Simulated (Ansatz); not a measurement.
**H2O on Nb(110), shortbridge start, 2x2 cell: photoemission fingerprints**

Aim: how the adsorbate changes the work function, the valence spectrum and the core levels in H2O on Nb(110), shortbridge start, 2x2 cell.

Calculated with Ansatz 0.2.0; DFT, PBE, plane-wave PAW, default files, scalar-relativistic.

Report form: the programs' logs are mostly left out.

### Step 1. The structure

The cell holds 4 atoms: 4 Nb. Cell: a = 3.310 Å, b = 2.867 Å, c = 22.022 Å, α = 90.0°, β = 90.0°, γ = 54.7°. It derives from Nb. Vacuum lies along c.

### Step 2. The clean face

The clean face is the reference for what the added atoms change.

The input, input.yaml:

```yaml
crystal:
  lattice:
    - [3.31, 0.0, 0.0]
    - [1.655, 2.3405234457, 0.0]
    - [0.0, 0.0, 22.0215703372]
  atoms:
    - { symbol: Nb, position: [0.0, 0.0, 0.659424833] }
    - { symbol: Nb, position: [0.5, 0.0, 0.553141611] }
    - { symbol: Nb, position: [0.0, 0.0, 0.446858389] }
    - { symbol: Nb, position: [0.5, 0.0, 0.340575167] }
kpoints:
  mp_grid: { grid: [16, 16, 1] }
scf:
  occupations: { method: fermi_dirac, width: 0.05 }
  n_extra_bands: 12
hamiltonian:
  xc: pbe
  pseudopotentials: { kind: paw }
output:
  forces: true
  write_potential: true
  volumetric_format: []
  dos:
    projected: true
    de: 0.05
    e_range: [-30, 12]
    method: { smearing: { sigma: 0.1, scheme: gaussian } }
efield:
  axis: 3
  dipole_correction: true
relax:
  f_tol: 0.03
  max_steps: 50
  constraints: [{ sites: [2, 3] }]
```

Started as:

```console
ansatz run input.yaml --threads 8 --pin off --max-ram 20480MiB --backend cpu --events-out ev --progress --plain --runs-dir out
```

Wall time 23 s (8 threads of Arm Neoverse V1, shared host); peak memory 0.86 GiB; 2.6 min of CPU time.

Relaxation path:

```tsv
step	energy less that of the first step (eV)	largest force component (eV/Å)
1	0.0000	0.4081
2	-0.0008	0.5159
3	-0.0245	0.0189
4	-0.0245	0.0187
```

The run keeps the 4 symmetry operations that it works with, so distortions that break them were not tested.

The atoms that moved most (Å):

```tsv
atom	dx	dy	dz	length
Nb1	0.000	0.000	-0.101	0.101
Nb2	0.000	0.000	0.012	0.012
```

Numbers from this step:

```yaml
free_energy: -18207.1281 eV
energy_at_zero_smearing: -18207.1062 eV
smearing_term_ts: 0.04368 eV
fermi_energy: 5.103 eV
symmetry_operations: 4
zero_of_energy: Fermi level
share_of_occupied_states_in_no_projected_shell: 0.0074 of the occupied states in the window
dos_at_the_fermi_level: 5.204 states/eV/cell
work_function_upper_face: 4.479 eV
work_function_lower_face: 4.537 eV
```

Maxima picked by a test of local sharpness, so broad peaks and shoulders can be missing; peaks within 0.45 eV of a curve's cut are left out. Valence peaks, by row:

```tsv
photon energy (eV)	binding energy (eV)	height (% of the maximum within 13 eV)	main shell	its share (%)
21.2	2.5	68.32	Nb 4d	99.76
21.2	1.3	100	Nb 4d	99.91
100	2.8	99.86	Nb 5s	60.38
100	0.5	100	Nb 4d	56.37
900	2.5	70.4	Nb 4d	95.82
900	1.3	100	Nb 4d	99.04
1487	2.5	72.02	Nb 4d	92.97
1487	1.3	100	Nb 4d	98.38
8048	2.8	100	Nb 5s	61.22
8048	0.5	98.86	Nb 4d	55.65
```

The planar mean, electrostatic potential oscillates, so the rows of the table below give means over windows of 1 Å about each position, cut where the curve ends. Its maxima inside the range that stand out by 2 % of the span (Å: eV): 8.7: -0.996, 11.0: -0.981, 13.4: -2.06. Its minima: 7.5: -21.7, 9.8: -21.5, 12.2: -21.5, 14.4: -21.7.

From the Fermi level. Table of planar mean, electrostatic potential by z; means over each step:

```tsv
z (Å)	planar mean, electrostatic potential (eV)
0	4.51
1	4.53
2	4.54
3	4.53
4	4.51
5	4.26
6	2.00
7	-12.7
8	-12.5
9	-6.14
10	-17.5
11	-3.47
12	-17.2
13	-7.12
14	-14.1
15	-11.1
16	2.36
17	4.25
18	4.46
19	4.48
20	4.48
21	4.48
```

The spectra weight each projected shell by its atomic cross section (Dirac–Hartree–Slater) and angular factor, for linear light with the analyser at 0° from the polarisation. Broadening, on top of any smearing of the DOS itself: a Gaussian of 0.6 eV and a Lorentzian of 0.05 eV plus 0.03 times the binding energy (full widths), Fermi edge at 300 K. Each atom is damped by exp[−depth/(λ cos θ)], θ = 0° from the normal, λ from the universal curve. Curves are cut 10 eV under the photon energy, above any shell that the free atom's threshold puts out of reach, or at the lower edge of the window: 11.2 eV at 21.2 eV, 30 eV at 100 eV, 30 eV at 900 eV, 30 eV at 1486.7 eV and 30 eV at 8047.8 eV. Dipole terms alone, which is rough above 3 keV; no background, satellites or final-state effects.

How the area divides among the shells (%):

```tsv
shell	21.2 eV	100 eV	900 eV	1486.7 eV	8047.8 eV
Nb 5s	0.2	31.8	2.7	3.9	17.7
Nb 4p	0.0	39.7	30.4	40.6	67.0
Nb 4d	99.8	28.1	66.7	55.3	15.0
```

The window's lower edge cuts through Nb 4p, so the shares at energies that reach it are artefacts of the cut.

At the Fermi level the DOS is 5.20 states/eV a cell, and on the broadened curves Nb 4d holds 85 % of the total there.

### Step 3. Relaxing the atoms

System of this step: Nb16H2O. The cell holds 19 atoms: 2 H, 1 O and 16 Nb. Cell: a = 6.620 Å, b = 5.733 Å, c = 24.022 Å, α = 90.0°, β = 90.0°, γ = 54.7°. It derives from Nb. How the cell was made: adsorbate; added: H2O; site: shortbridge; coverage 0.25 monolayer; cell: 2x2; on one face. Regions: ad, 3 atoms (2 H and 1 O); L1, 4 atoms (4 Nb); L2, 4 atoms (4 Nb); L3, 4 atoms (4 Nb); rest, 4 atoms (4 Nb). Vacuum lies along c.

Levels and vacuum steps follow bond lengths, so the atoms are relaxed first. 8 atoms are held to stand for the bulk. A dipole correction cancels the field between unlike faces.

The input, input.yaml:

```yaml
crystal:
  lattice:
    - [6.62, 0.0, 0.0]
    - [3.31, 4.6810468915, 0.0]
    - [0.0, 0.0, 24.0215703372]
  atoms:
    - { symbol: H, position: [0.064254643, 0.356813713, 0.687780612] }
    - { symbol: H, position: [0.834420278, 0.356813713, 0.687780612] }
    - { symbol: O, position: [0.00191552, 0.25, 0.677373299] }
    - { symbol: Nb, position: [0.0, 0.0, 0.604522108] }
    - { symbol: Nb, position: [0.5, 0.0, 0.604522108] }
    - { symbol: Nb, position: [0.0, 0.5, 0.604522108] }
    - { symbol: Nb, position: [0.5, 0.5, 0.604522108] }
    - { symbol: Nb, position: [0.75, 0.5, 0.507087868] }
    - { symbol: Nb, position: [0.25, 0.5, 0.507087868] }
    - { symbol: Nb, position: [0.75, 0.0, 0.507087868] }
    - { symbol: Nb, position: [0.25, 0.0, 0.507087868] }
    - { symbol: Nb, position: [0.0, 0.0, 0.409653628] }
    - { symbol: Nb, position: [0.5, 0.0, 0.409653628] }
    - { symbol: Nb, position: [0.0, 0.5, 0.409653628] }
    - { symbol: Nb, position: [0.5, 0.5, 0.409653628] }
    - { symbol: Nb, position: [0.75, 0.5, 0.312219388] }
    - { symbol: Nb, position: [0.25, 0.5, 0.312219388] }
    - { symbol: Nb, position: [0.75, 0.0, 0.312219388] }
    - { symbol: Nb, position: [0.25, 0.0, 0.312219388] }
kpoints:
  mp_grid: { grid: [6, 6, 1] }
scf:
  occupations: { method: fermi_dirac, width: 0.05 }
  n_extra_bands: 15
hamiltonian:
  xc: pbe
  pseudopotentials: { kind: paw }
output:
  forces: true
  write_potential: true
  volumetric_format: []
efield:
  axis: 3
  dipole_correction: true
relax:
  f_tol: 0.03
  max_steps: 45
  constraints: [{ sites: [11, 12, 13, 14, 15, 16, 17, 18] }]
```

The job ended after 6.1 min (8 threads; peak memory 3.8 GiB).

Step by step:

```tsv
step	energy less that of the first step (eV)	largest force component (eV/Å)
1	0.0000	2.7294
2	-0.6226	0.4713
3	-0.7712	0.8010
4	-0.8502	0.4565
5	-0.8853	0.3066
6	-0.9098	0.1769
7	-0.9140	0.1684
8	-0.9186	0.0427
9	-0.9193	0.0459
10	-0.9202	0.0496
11	-0.9204	0.0059
12	-0.9204	0.0060
```

The atoms that moved most (Å):

```tsv
atom	dx	dy	dz	length
H1	-0.193	-1.036	0.494	1.164
H2	0.141	0.078	0.472	0.499
O3	-0.021	0.009	0.180	0.182
Nb7	-0.048	0.066	-0.125	0.150
Nb5	0.043	-0.064	-0.125	0.147
Nb6	0.018	0.044	-0.033	0.058
Nb4	-0.021	-0.043	-0.032	0.057
Nb9	-0.002	0.017	-0.001	0.017
```

Numbers from this step:

```
free energy               : -73428.2178 eV
energy at zero smearing   : -73428.1350 eV
smearing term TS          : 0.1656 eV
Fermi energy              : 4.990 eV
symmetry operations       : 1
work function, upper face : 2.845 eV
work function, lower face : 4.539 eV
```

The relaxation ends 48 meV an atom lower, with a largest force component of 0.0060 eV/Å on the free atoms. For the work function, upper face, step 2 gave 4.48 eV; this run, with 19 atoms, gives 2.84 eV (-36 %).

(Part 1 of 3 ends here.)

[Logs are printed without paths, hosts, clocks, repeated set-up lines and the standing remarks that a program may print on its own settings, such as how far it seeks lower states.]

[Hosts, paths, dates, database ids (printed as entryN), source tags and the programs' standing remarks are cut or masked in the printed files.]

[Maps of the electrostatic potential energy from Ansatz leave out the sawtooth potential of an applied field or a dipole correction, so their vacuum need not be flat; work functions include it.]
